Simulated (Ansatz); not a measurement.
# La on Al(100): change of the work function, part 3 of 3

Wanted: Δφ(θ) for La/Al(100), starting from the hollow site.

Ansatz 0.2.0; plane-wave DFT, PBE, Ansatz PAW.

So far, work function, upper face (eV): step 2 (the clean slab) 4.29; step 3 (37 atoms, coverage 0.111 ML, cell 3x3) 2.39.

### 4. The covered slab, k-mesh 6×6×1, coverage 0.25 ML

System of this step: La/Al(100). The cell holds 17 atoms: 16 Al and 1 La. Its edges and angles: a = 5.728 Å, b = 5.728 Å, c = 26.790 Å, α = 90.0°, β = 90.0°, γ = 90.0°. Vacuum lies along c.

Another coverage, to see how the dipoles act on each other as their distance changes.

File input.yaml:

```yaml
crystal:
  lattice:
    - [5.7275649276, 0.0, 0.0]
    - [0.0, 5.7275649276, 0.0]
    - [0.0, 0.0, 26.7901389508]
  atoms:
    - { symbol: Al, position: [0.25, 0.25, 0.3359445062] }
    - { symbol: Al, position: [0.0, 0.0, 0.41153202] }
    - { symbol: Al, position: [0.25, 0.25, 0.4865347028] }
    - { symbol: Al, position: [0.0, 0.0, 0.5631135464] }
    - { symbol: Al, position: [0.25, 0.75, 0.3359445062] }
    - { symbol: Al, position: [0.0, 0.5, 0.41153202] }
    - { symbol: Al, position: [0.25, 0.75, 0.4865347028] }
    - { symbol: Al, position: [0.0, 0.5, 0.5631135464] }
    - { symbol: Al, position: [0.75, 0.25, 0.3359445062] }
    - { symbol: Al, position: [0.5, 0.0, 0.41153202] }
    - { symbol: Al, position: [0.75, 0.25, 0.4865347028] }
    - { symbol: Al, position: [0.5, 0.0, 0.5631135464] }
    - { symbol: Al, position: [0.75, 0.75, 0.3359445062] }
    - { symbol: Al, position: [0.5, 0.5, 0.41153202] }
    - { symbol: Al, position: [0.75, 0.75, 0.4865347028] }
    - { symbol: Al, position: [0.5, 0.5, 0.5631135464] }
    - { symbol: La, position: [0.25, 0.25, 0.6640554938] }
kpoints:
  mp_grid: { grid: [6, 6, 1] }
hamiltonian:
  xc: pbe
scf:
  occupations: { method: fermi_dirac, width: 0.1 }
  convergence: { dr2_threshold: 1.0e-08 }
efield:
  axis: 3
  dipole_correction: true
  ramp_position: 0.97
  ramp_width: 0.06
relax:
  f_tol: 0.02
  max_steps: 60
  constraints: [{ sites: [0, 1, 4, 5, 8, 9, 12, 13] }]
output:
  dos: { projected: true, e_range: [-8, 4] }
  write_potential: true
  write_density: true
  volumetric_format: npy
  elf: true
```

Command:

```sh
> ansatz run input.yaml --threads 2 --pin off --max-ram 4096MiB --backend cpu --events-out ev --progress --plain --runs-dir out
```

Numbers of over 12 decimals in the logs are rounded to 6 here.

What it wrote:

```text
La: projections on atomic orbitals take those of the free atom [Kr 4d10] 4f0 5s2 5p6 5d1 6s2, of charge +0.00 (hamiltonian.pseudopotentials.projection_atoms); the dataset's partial waves leave at most 1.9e-5 of an orbital's norm unspanned inside its sphere
[...]
Crystal: 17 atoms, lattice volume = 878.851 Å³
Basis set: ecut = 420 eV, 17309 PW (Γ), exchange–correlation on 80×80×360 points (8 copies of the dense FFT grid, shifted against one another)
Bands: 47, of which v1, the nominal top of the filled ones, is band 30 counted from 1 (29 counted from 0)
Symmetry: 8 space group operations
[...]
k-points: 10 of 36
[...]
SCF iter   1: F=—  HF=-14846.078738 eV  |F-HF|=—  |Δ(HF+E_count)|=         —  Δρ=6.00e-3  dr2=6.60e0  ethr=1.77e-3  p=0.412 e·Å  D=8.48e-2 V/Å  ΔV_dip=-2.27 eV  dr2_dipole=3.11e0  V_vac-E_F(+/−)=2.00/4.28 eV  ⟨swp⟩=11.1  Hψ=2991  notcnv=0
[...]
SCF iter  12: F=-14845.894136 eV  HF=-14845.894136 eV  |F-HF|=3.64e-9  |Δ(HF+E_count)|=   4.09e-9  Δρ=6.29e-7  dr2=5.78e-9  ethr=1.69e-11  p=0.313 e·Å  D=6.44e-2 V/Å  ΔV_dip=-1.73 eV  dr2_dipole=1.20e-10  V_vac-E_F(+/−)=2.60/4.33 eV  ⟨swp⟩=13.3  Hψ=4120  notcnv=0
SCF 1 converged in 12 iterations: F = -14845.894136 eV  dr2 = 5.78e-9
[...]
relax step   1: F+E_penalty+E_count = -14845.89413575 eV  Δ(F+E_penalty+E_count) = +0.000e0 eV  max|allowed force component| = 1.548e0 eV/Å  Δτ_max = 0.0000 Å  (12 SCF iters, accepted)
[...]
SCF iter  10: F=-14846.165971 eV  HF=-14846.165971 eV  |F-HF|=5.09e-11  |Δ(HF+E_count)|=   5.35e-8  Δρ=4.42e-7  dr2=7.14e-9  ethr=2.18e-12  p=0.335 e·Å  D=6.89e-2 V/Å  ΔV_dip=-1.85 eV  dr2_dipole=8.01e-10  V_vac-E_F(+/−)=2.48/4.32 eV  ⟨swp⟩=9.2  Hψ=3942  notcnv=0
SCF 2 converged in 10 iterations: F = -14846.165971 eV  dr2 = 7.14e-9
[...]
relax step   2: F+E_penalty+E_count = -14846.16597125 eV  Δ(F+E_penalty+E_count) = -2.718e-1 eV  max|allowed force component| = 8.769e-1 eV/Å  Δτ_max = 0.1948 Å  (10 SCF iters, accepted)
[...]
SCF iter  10: F=-14846.241638 eV  HF=-14846.241638 eV  |F-HF|=3.24e-9  |Δ(HF+E_count)|=   1.82e-8  Δρ=3.64e-7  dr2=6.31e-9  ethr=1.69e-11  p=0.367 e·Å  D=7.55e-2 V/Å  ΔV_dip=-2.02 eV  dr2_dipole=1.95e-9  V_vac-E_F(+/−)=2.29/4.31 eV  ⟨swp⟩=13.0  Hψ=3868  notcnv=0
SCF 3 converged in 10 iterations: F = -14846.241638 eV  dr2 = 6.31e-9
relax step   3: F+E_penalty+E_count = -14846.24163795 eV  Δ(F+E_penalty+E_count) = -7.567e-2 eV  max|allowed force component| = 2.235e-1 eV/Å  Δτ_max = 0.1949 Å  (10 SCF iters, accepted)
[...]
relax step   4: F+E_penalty+E_count = -14846.25002401 eV  Δ(F+E_penalty+E_count) = -8.386e-3 eV  max|allowed force component| = 5.263e-2 eV/Å  Δτ_max = 0.0469 Å  (10 SCF iters, accepted)
SCF iter   1: F=—  HF=-14846.250683 eV  |F-HF|=—  |Δ(HF+E_count)|=         —  Δρ=2.99e-4  dr2=1.40e-2  ethr=3.06e-4  p=0.362 e·Å  D=7.45e-2 V/Å  ΔV_dip=-2.00 eV  dr2_dipole=3.74e-3  V_vac-E_F(+/−)=2.32/4.32 eV  ⟨swp⟩=2.0  Hψ=706  notcnv=0
[...]
SCF iter   8: F=-14846.250837 eV  HF=-14846.250837 eV  |F-HF|=1.90e-9  |Δ(HF+E_count)|=   2.85e-8  Δρ=2.88e-7  dr2=3.26e-9  ethr=1.69e-11  p=0.363 e·Å  D=7.47e-2 V/Å  ΔV_dip=-2.00 eV  dr2_dipole=1.59e-10  V_vac-E_F(+/−)=2.32/4.32 eV  ⟨swp⟩=12.8  Hψ=3665  notcnv=0
SCF 5 converged in 8 iterations: F = -14846.250837 eV  dr2 = 3.26e-9
relax step   5: F+E_penalty+E_count = -14846.25083728 eV  Δ(F+E_penalty+E_count) = -8.133e-4 eV  max|allowed force component| = 6.672e-3 eV/Å  Δτ_max = 0.0110 Å  (8 SCF iters, accepted)
[...]
WARN: The input density's exchange-correlation potential varies sharply where the density is thin. Do not read a vacuum level from v_tot or v_xc, or from such a field of the output density. On a cell that repeats whose density bears no net charge and no dipole along the vacuum's axis use v_es (v_loc + v_h of the components); under efield.dipole_correction with no amplitude use v_es + v_field, which holds any external [...]
SCF converged after 8 iterations
Free energy (F): -14846.250837 eV
[...]
Internal energy: -14845.931968 eV  (E = F + TS)
E sigma→0 (E₀):  -14846.091403 eV
Entropy (-TS):   -0.318869 eV (-18.757 meV/atom)
Fermi energy:    0.752082 eV
Dipole field:    D = 0.074667 V/Å  (p = 0.362647 e·Å, saw-weighted, corrected)
Work function:   Φ+ = 2.3168 eV   Φ− = 4.3172 eV
[...]
--- Forces (eV/Å), atoms counted from 1 ---
  atom   1  Al     0.00000000     0.00000000    -0.06551167
  atom   2  Al    -0.04396216    -0.04396216     0.09347804
  atom   3  Al     0.00000000     0.00000000     0.00460235
  atom   4  Al    -0.00042768    -0.00042768     0.00079542
  atom   5  Al    -0.00000000     0.00000000    -0.09488318
  atom   6  Al    -0.04396216     0.04396216     0.09347804
  atom   7  Al    -0.00000000     0.00000000     0.00060208
  atom   8  Al    -0.00042768     0.00042768     0.00079542
  atom   9  Al     0.00000000     0.00000000    -0.09488318
  atom  10  Al     0.04396216    -0.04396216     0.09347804
  atom  11  Al    -0.00000000     0.00000000     0.00060208
  atom  12  Al     0.00042768    -0.00042768     0.00079542
  atom  13  Al     0.00000000     0.00000000    -0.12011481
  atom  14  Al     0.04396216     0.04396216     0.09347804
  atom  15  Al     0.00000000     0.00000000    -0.00082415
  atom  16  Al     0.00042768     0.00042768     0.00079542
  atom  17  La     0.00000000     0.00000000    -0.00667186
  max |Σ_I F_I| component: 1.15e-5 eV/Å
--- Band table (eV; the first three rows and the last of 10) ---
  k-point 0: bands = [... 26 lower, -0.3594, 0.2491, 0.2491, 0.3402, 0.4717, 0.5974, 0.7023, 0.9725, ... 13 higher]
  k-point 1: bands = [... 26 lower, 0.2225, 0.4621, 0.4920, 0.5859, 0.6944, 0.7061, 0.7191, 1.1486, ... 13 higher]
  k-point 2: bands = [... 26 lower, -0.2439, 0.2963, 0.5460, 0.8333, 0.9039, 1.1492, 1.3036, 1.4649, ... 13 higher]
  k-point 9: bands = [... 26 lower, 0.5175, 0.6593, 1.3324, 1.3324, 1.4082, 1.5694, 1.5924, 1.6024, ... 13 higher]
--- Relaxed structure (5 steps of the walk, 5 accepted, 0 SCFs on fresh bases) ---
  F+E_penalty+E_count = -14846.25083728 eV   max|allowed force component| = 6.672e-3 eV/Å
  atoms:
    - { symbol: Al, position: [0.25, 0.25, 0.335945] }
    - { symbol: Al, position: [0.0, 0.0, 0.411532] }
    - { symbol: Al, position: [0.25, 0.25, 0.487396] }
    - { symbol: Al, position: [-0.00245418, -0.00245418, 0.563262] }
    - { symbol: Al, position: [0.25, 0.75, 0.335945] }
    - { symbol: Al, position: [0.0, 0.5, 0.411532] }
    - { symbol: Al, position: [0.25, 0.75, 0.486681] }
    - { symbol: Al, position: [-0.00245418, 0.502454, 0.563262] }
    - { symbol: Al, position: [0.75, 0.25, 0.335945] }
    - { symbol: Al, position: [0.5, 0.0, 0.411532] }
    - { symbol: Al, position: [0.75, 0.25, 0.486681] }
    - { symbol: Al, position: [0.502454, -0.00245418, 0.563262] }
    - { symbol: Al, position: [0.75, 0.75, 0.335945] }
    - { symbol: Al, position: [0.5, 0.5, 0.411532] }
    - { symbol: Al, position: [0.75, 0.75, 0.487656] }
    - { symbol: Al, position: [0.502454, 0.502454, 0.563262] }
    - { symbol: La, position: [0.25, 0.25, 0.649174] }
```

The job ended after 2.2 min (2 threads of Arm Neoverse V1, shared host; peak memory 1.1 GiB).

Relaxation path:

```csv
step,energy less that of the first step (eV),largest force component (eV/Å)
1,0.0000,1.5482
2,-0.2718,0.8769
3,-0.3475,0.2235
4,-0.3559,0.0526
5,-0.3567,0.0067
```

Forces are held to the 8 operations that the run works with; a distortion that breaks them can't arise in this run.

The atoms that moved most (Å):

```csv
atom,dx,dy,dz,length
La17,0.000,0.000,-0.399,0.399
Al15,0.000,0.000,0.030,0.030
Al3,0.000,0.000,0.023,0.023
Al16,0.014,0.014,0.004,0.020
Al12,0.014,-0.014,0.004,0.020
Al8,-0.014,0.014,0.004,0.020
Al4,-0.014,-0.014,0.004,0.020
```

Final coordinates:

```cif
data_structure
_symmetry_space_group_name_H-M 'P 1'
_symmetry_Int_Tables_number 1
_cell_length_a 5.7276
_cell_length_b 5.7276
_cell_length_c 26.7901
_cell_angle_alpha 90.000
_cell_angle_beta 90.000
_cell_angle_gamma 90.000
_cell_volume 878.85
loop_
_atom_site_label
_atom_site_type_symbol
_atom_site_fract_x
_atom_site_fract_y
_atom_site_fract_z
_atom_site_occupancy
Al1 Al 0.25000 0.25000 0.33594 1
Al2 Al 0.00000 0.00000 0.41153 1
Al3 Al 0.25000 0.25000 0.48740 1
Al4 Al 0.99755 0.99755 0.56326 1
Al5 Al 0.25000 0.75000 0.33594 1
Al6 Al 0.00000 0.50000 0.41153 1
Al7 Al 0.25000 0.75000 0.48668 1
Al8 Al 0.99755 0.50245 0.56326 1
Al9 Al 0.75000 0.25000 0.33594 1
Al10 Al 0.50000 0.00000 0.41153 1
Al11 Al 0.75000 0.25000 0.48668 1
Al12 Al 0.50245 0.99755 0.56326 1
Al13 Al 0.75000 0.75000 0.33594 1
Al14 Al 0.50000 0.50000 0.41153 1
Al15 Al 0.75000 0.75000 0.48766 1
Al16 Al 0.50245 0.50245 0.56326 1
La17 La 0.25000 0.25000 0.64917 1
```

This step gave:

| Quantity | Value |
| --- | --- |
| energy at zero smearing | -14846.0914 eV |
| work function, upper face | 2.317 eV |
| work function, lower face | 4.317 eV |
| dipole along the normal | 0.3626 e·Å |
| step between the vacuum levels | -2.000 eV |

The density of states has structure finer than the step of the table below, so its rows give means over 0.2 eV, whole bins alone (the curve runs from -8 to 1.23 eV). Peaks (eV: height): -6.02: 13.9, 0.90: 98.7.

Density of states against energy, zero at the Fermi level; means over each step:

```csv
energy (eV),density of states (states/eV a cell)
-7.8,3.16
-7.6,2.25
-7.4,3.17
-7.2,4.34
-7.0,3.19
-6.8,3.72
-6.6,3.86
-6.4,4.15
-6.2,4.69
-6.0,7.28
-5.8,4.56
-5.6,2.41
-5.4,3.42
-5.2,4.21
-5.0,4.28
-4.8,4.83
-4.6,5.92
-4.4,5.53
-4.2,6.28
-4.0,4.85
-3.8,6.34
-3.6,5.11
-3.4,2.64
-3.2,6.97
-3.0,9.60
-2.8,7.28
-2.6,4.61
-2.4,6.86
-2.2,8.67
-2.0,6.92
-1.8,5.70
-1.6,7.73
-1.4,6.72
-1.2,9.23
-1.0,7.47
-0.8,8.77
-0.6,8.61
-0.4,8.58
-0.2,8.02
0.0,10.5
0.2,8.90
0.4,13.4
0.6,16.0
0.8,34.4
1.0,38.9
```

Projected DOS per atom over height of the atomic layer and energy from the Fermi level. Layers: Al4 Al4 Al4 Al4 La from below.

Ten even steps from '0' (0.0 states/eV) to '9' (32.1 states/eV), each cell a mean:
```
00009
00001
00000
00000
00000
00000
00000
00000
00000
00000
00000
00000
00000
00000
00000
00000
00000
00000
00000
00000
00000
00000
```
Columns: height of the atomic layer (Å) from 9 to 17.4 (not evenly spaced); rows upwards: energy from the Fermi level (eV) from -7.96 to 1.15.

Electrostatic potential energy in the ca plane at fractional y = 0.250, with atoms of Al and La within 0.2 Å of it. With pseudopotentials it is smooth inside the atoms' cores, unlike the true potential.

Ten even steps from '0' (-24 eV) to '9' (4 eV), each cell a mean:
```
87778988889877789988999998889999999999999999
63236899998643368999999999999999999999999999
33433799997334337999999999999999999999999999
24642699997247526999999999999999999999999999
33433799997334337999999999999999999999999999
63346899998643368999999999999999999999999999
87778988889877789988999988889999999999999999
88888988889988889988999876678899999999999999
75567888888865578999997521146889999999999999
42224799998523247999985100004789999999999999
24642799997336426999984001003689999999999999
24642799997346426999984001003689999999999999
42224899998522247999986100004789999999999999
76567888888865578999997521147889999999999999
98888988889988899988999876678899999999999999
```
Columns run along c (16.0 Å, from fractional 0.31 to 0.90 of the cell; values clipped at the 3rd and 97th percentile), rows up along a (5.7 Å). Atoms in or near the plane, at fractional coordinates: Al at (0.34, 0.25), Al at (0.49, 0.25), Al at (0.34, 0.75), Al at (0.49, 0.75), La at (0.65, 0.25).

ELF in the ca plane at fractional y = 0.250, with atoms of Al and La within 0.2 Å of it. It is the smooth field of the valence electrons, not physical close to the nuclei.

Ten even steps from '0' (0.00) to '9' (0.84), each cell a mean:
```
89887667666777776667775200000011110000000000
97667655556754576555554210000011110000000000
72114543346510146432222211001111110000000000
52413532246402136422211111111111110000000000
72114543346510146433222211001111110000000000
97667655556754576555554210000011110000000000
89877667666777776667774200000011110000000000
89877677766677776677863223431111111000000000
99877666666777776566643478984210111000000000
85236654446632356544423887997310010000000000
62313543345411125433214951498410000000000000
62313543345412125433214951498410000000000000
85236654456632356544423888997310010000000000
99877666666777776566642479984210111000000000
89877677766677776677863223331111111000000000
```
Columns run along c (16.0 Å, from fractional 0.31 to 0.90 of the cell), rows up along a (5.7 Å). Atoms in or near the plane, at fractional coordinates: Al at (0.34, 0.25), Al at (0.49, 0.25), Al at (0.34, 0.75), Al at (0.49, 0.75), La at (0.65, 0.25).

Valence density in the ca plane at fractional y = 0.250, with atoms of Al and La within 0.2 Å of it. It is the smooth field of the valence electrons, not physical close to the nuclei.

Values in e/Å³, 8 rows by 16 columns, each cell a mean:
```
0.2 0.2 0.2 0.2 0.2 0.2 0.2 0.1 0.1 0.0 0.0 0.0 0.0 0.0 0.0 0.0
0.1 0.1 0.1 0.2 0.1 0.1 0.1 0.1 0.0 0.0 0.0 0.0 0.0 0.0 0.0 0.0
0.1 0.2 0.1 0.2 0.2 0.2 0.1 0.1 0.0 0.0 0.0 0.0 0.0 0.0 0.0 0.0
0.2 0.2 0.2 0.2 0.2 0.2 0.2 0.2 0.1 0.1 0.0 0.0 0.0 0.0 0.0 0.0
0.2 0.2 0.2 0.2 0.2 0.2 0.2 0.2 0.4 0.8 0.1 0.0 0.0 0.0 0.0 0.0
0.1 0.1 0.1 0.2 0.1 0.1 0.1 0.1 1.0 1.5 0.5 0.0 0.0 0.0 0.0 0.0
0.1 0.2 0.2 0.2 0.2 0.2 0.1 0.1 0.9 1.5 0.4 0.0 0.0 0.0 0.0 0.0
0.2 0.2 0.2 0.2 0.2 0.2 0.2 0.2 0.3 0.4 0.1 0.0 0.0 0.0 0.0 0.0
```
Columns run along c (16.0 Å, from fractional 0.31 to 0.90 of the cell), rows up along a (5.7 Å). Atoms in or near the plane, at fractional coordinates: Al at (0.34, 0.25), Al at (0.49, 0.25), Al at (0.34, 0.75), Al at (0.49, 0.75), La at (0.65, 0.25).

The relaxation took 5 steps and lowered the energy by 0.36 eV; the largest force on the free atoms ends at 0.0067 eV/Å.

By hand: a sheet of dipoles makes a step −p/(ε₀A) in the electron's potential. With e/ε₀ = 180.95 V·Å, p = 0.3626 e·Å and A = 32.80 Å², that is −180.95 × (0.3626) / 32.80 = -2.000 eV, and the two vacuum levels of the run differ by -2.000 eV.

The covered face has 2.32 eV, -1.98 eV against the clean one; the bare back face has moved by +0.02 eV, a measure of how thin the slab is.

### 5. The covered slab, k-mesh 6×6×1, coverage 0.5 ML

System of this step: La/Al(100). The cell holds 18 atoms: 16 Al and 2 La. Cell: a = 5.728 Å, b = 5.728 Å, c = 26.790 Å, α = 90.0°, β = 90.0°, γ = 90.0°. Vacuum lies along c.

Another coverage, to see how the dipoles act on each other as their distance changes.

input.yaml, as its differences from that of step 4:

```diff
@@ -23,2 +23,3 @@
     - { symbol: La, position: [0.25, 0.25, 0.6640554938] }
+    - { symbol: La, position: [0.75, 0.75, 0.6640554938] }
 kpoints:
```

What it wrote:

```text
[...]
Crystal: 18 atoms, lattice volume = 878.851 Å³
Basis set: ecut = 420 eV, 17309 PW (Γ), exchange–correlation on 80×80×360 points (8 copies of the dense FFT grid, shifted against one another)
Bands: 53, of which v1, the nominal top of the filled ones, is band 35 counted from 1 (34 counted from 0)
Symmetry: 16 space group operations
[...]
- { symbol: Al, position: [0.25, 0.75, 0.487625] }
    - { symbol: Al, position: [0, 0.5, 0.563868] }
[...]
- { symbol: Al, position: [0.75, 0.75, 0.335945] }
    - { symbol: Al, position: [0.5, 0.5, 0.411532] }
    - { symbol: Al, position: [0.75, 0.75, 0.487965] }
    - { symbol: Al, position: [0.5, 0.5, 0.563868] }
    - { symbol: La, position: [0.25, 0.25, 0.655734] }
    - { symbol: La, position: [0.75, 0.75, 0.655734] }
[key lines of the parts left out:]
SCF converged after 8 iterations
Free energy (F): -21097.321175 eV
Fermi energy:    1.135098 eV
Dipole field:    D = 0.052664 V/Å  (p = 0.255779 e·Å, saw-weighted, corrected)
Work function:   Φ+ = 2.9522 eV   Φ− = 4.3631 eV
```

Wall time 2.3 min (2 threads); peak memory 1.2 GiB.

Relaxation path:

```csv
step,energy less that of the first step (eV),largest force component (eV/Å)
1,0.0000,0.8119
2,-0.2164,0.1490
3,-0.2230,0.0427
4,-0.2235,0.0026
```

The run keeps the 16 symmetry operations that it works with, so distortions that break them were not tested.

The atoms that moved most (Å):

```csv
atom,dx,dy,dz,length
La18,0.000,0.000,-0.223,0.223
La17,0.000,0.000,-0.223,0.223
Al3,0.000,0.000,0.038,0.038
Al15,0.000,0.000,0.038,0.038
Al11,0.000,0.000,0.029,0.029
Al7,0.000,0.000,0.029,0.029
Al12,0.000,0.000,0.020,0.020
Al16,0.000,0.000,0.020,0.020
```

The relaxed structure:

```
Al La
1.0
     5.72756    0.00000    0.00000
     0.00000    5.72756    0.00000
     0.00000    0.00000   26.79014
Al La
16 2
Direct
  0.25000 0.25000 0.33594
  0.00000 0.00000 0.41153
  0.25000 0.25000 0.48797
  0.00000 0.00000 0.56387
  0.25000 0.75000 0.33594
  0.00000 0.50000 0.41153
  0.25000 0.75000 0.48762
  0.00000 0.50000 0.56387
  0.75000 0.25000 0.33594
  0.50000 0.00000 0.41153
  0.75000 0.25000 0.48762
  0.50000 0.00000 0.56387
  0.75000 0.75000 0.33594
  0.50000 0.50000 0.41153
  0.75000 0.75000 0.48797
  0.50000 0.50000 0.56387
  0.25000 0.25000 0.65573
  0.75000 0.75000 0.65573
```

The relaxation took 4 steps and lowered the energy by 0.22 eV; the largest force on the free atoms ends at 0.0026 eV/Å.

The covered face has 2.95 eV, -1.34 eV against the clean one; the bare back face has moved by +0.06 eV, a measure of how thin the slab is.

### 6. Work function against coverage

This step: plane-wave DFT, PBE, Ansatz PAW; work function against coverage (Ansatz 0.2.0).

The runs are now put side by side.

This step gave:

```yaml
work_function_of_the_clean_face: 4.293 eV
largest_change_of_the_work_function: -1.976 eV
```

Work function of the covered face against coverage:

```csv
coverage (adsorbates/nm²),work function of the covered face (eV)
0.00,4.29
1.35,2.39
3.05,2.32
6.10,2.95
```

The dipole per adsorbate comes from the change of the cell's dipole. Coverage, by row:

```csv
coverage (1/nm²),coverage (ML),work function (eV),change (eV),"dipole per adsorbate, positive end outwards (debye)",mean height of the added atoms over the highest substrate atom (Å)
1.355,0.1111,2.392,-1.901,3.757,2.187
3.048,0.25,2.317,-1.976,1.734,2.302
6.097,0.5,2.952,-1.341,0.61,2.461
```

### 7. Results

```yaml
work_function_of_the_clean_face: 4.29 eV
work_function_at_0p11_ml: 2.39 eV
work_function_at_0p25_ml: 2.32 eV
work_function_at_0p5_ml: 2.95 eV
dipole_per_adsorbate_at_0p11_ml_positive_end_outwards: 3.76 D
```

La lowers the work function of Al(100) at the lowest coverage, by 1.90 eV: the adsorbate layer has its positive end outwards. The dipole per adsorbate falls from 3.76 to 0.61 D as the layer fills. Neighbouring dipoles depolarise each other, and heights and bonding change with coverage too. The work function passes a minimum near 0.25 ML among the coverages run and rises again. The slab has 4 layers, at the tabulated experimental lattice constant, one starting site was run, and quantum-size effects of a slab this thin can reach one or two tenths of an eV. The main runs have no spin polarisation; a magnetic state could lie lower and would change these results.

[Logs are printed without paths, hosts, clocks, repeated set-up lines and the standing remarks that a program may print on its own settings, such as how far it seeks lower states.]

[Hosts, paths, dates, database ids (printed as entryN), source tags and the programs' standing remarks are cut or masked in the printed files.]

[Maps of the electrostatic potential energy from Ansatz leave out the sawtooth potential of an applied field or a dipole correction, so their vacuum need not be flat; planar profiles and work functions include it.]

[The density of states shown here was stored with 400 of the rows of the run's finer table, so its peaks can read low, often by over a quarter, or be missed, and its means over a window can be off by a tenth or more.]
